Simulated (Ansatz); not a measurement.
Planning a run of Ansatz 0.2.0 on LaGaO3 (R-3c). The input:

```yaml
crystal:
  lattice:
    - [2.77145, 1.6000974035, 4.4776]
    - [-2.77145, 1.6000974035, 4.4776]
    - [0.0, -3.2001948071, 4.4776]
  atoms:
    - { symbol: La, position: [0.25, 0.25, 0.25] }
    - { symbol: La, position: [0.75, 0.75, 0.75] }
    - { symbol: Ga, position: [0.0, 0.0, 0.0] }
    - { symbol: Ga, position: [0.5, 0.5, 0.5] }
    - { symbol: O, position: [0.8048, 0.6952, 0.25] }
    - { symbol: O, position: [0.25, 0.8048, 0.6952] }
    - { symbol: O, position: [0.6952, 0.25, 0.8048] }
    - { symbol: O, position: [0.1952, 0.3048, 0.75] }
    - { symbol: O, position: [0.75, 0.1952, 0.3048] }
    - { symbol: O, position: [0.3048, 0.75, 0.1952] }
kpoints:
  mp_grid: { grid: [4, 4, 4] }
hamiltonian:
  xc: r2scan
  pseudopotentials: { kind: paw, source: ansatz }
scf:
  occupations: { method: fixed }
gw:
  n_empty_bands: 1200
  ecut_chi: 270.0
  qp_bands: [v3, c3]
  qp_kpoints: band_edges
  screening: { model: contour_deformation }
```

```sh
ansatz run input.yaml --threads 4 --pin off --max-ram 138240MiB --backend cuda --events-out ev --progress --plain --runs-dir out --devices 1 --max-vram 26GiB
```

**Question.** How long will it take on 1 × NVIDIA H100 80GB HBM3 (shared by 3 runs) with 4 threads of AMD EPYC 7R13 (Zen 3), shared host, and how much memory?

It took 3.7 min; on shared hardware allow 1.9 min to 7.4 min. Peak host memory was 9.7 GiB. The sizes that set the cost: 12633 plane waves a state, 13 irreducible k points, 1250 bands summed, 1241 plane waves in the screening and 9 SCF cycles.

The screening grows as filled bands × empty bands × pairs of k points, times the square of the screening basis for the matrix.

[Paths, hosts, dates, memory and timing lines, banners, echoed tables and standing remarks are left out of the program output.]

[Logs are printed without paths, hosts, clocks, repeated set-up lines and the standing remarks that a program may print on its own settings, such as how far it seeks lower states.]

[Runs of the session that timed out or met a known fault of the program may be left out.]

[Cells called generated may have been cut or substituted from an entry of the Crystallography Open Database or the Materials Project.]

[Hosts, paths, dates, database ids (printed as entryN), source tags and the programs' standing remarks are cut or masked in the printed files.]
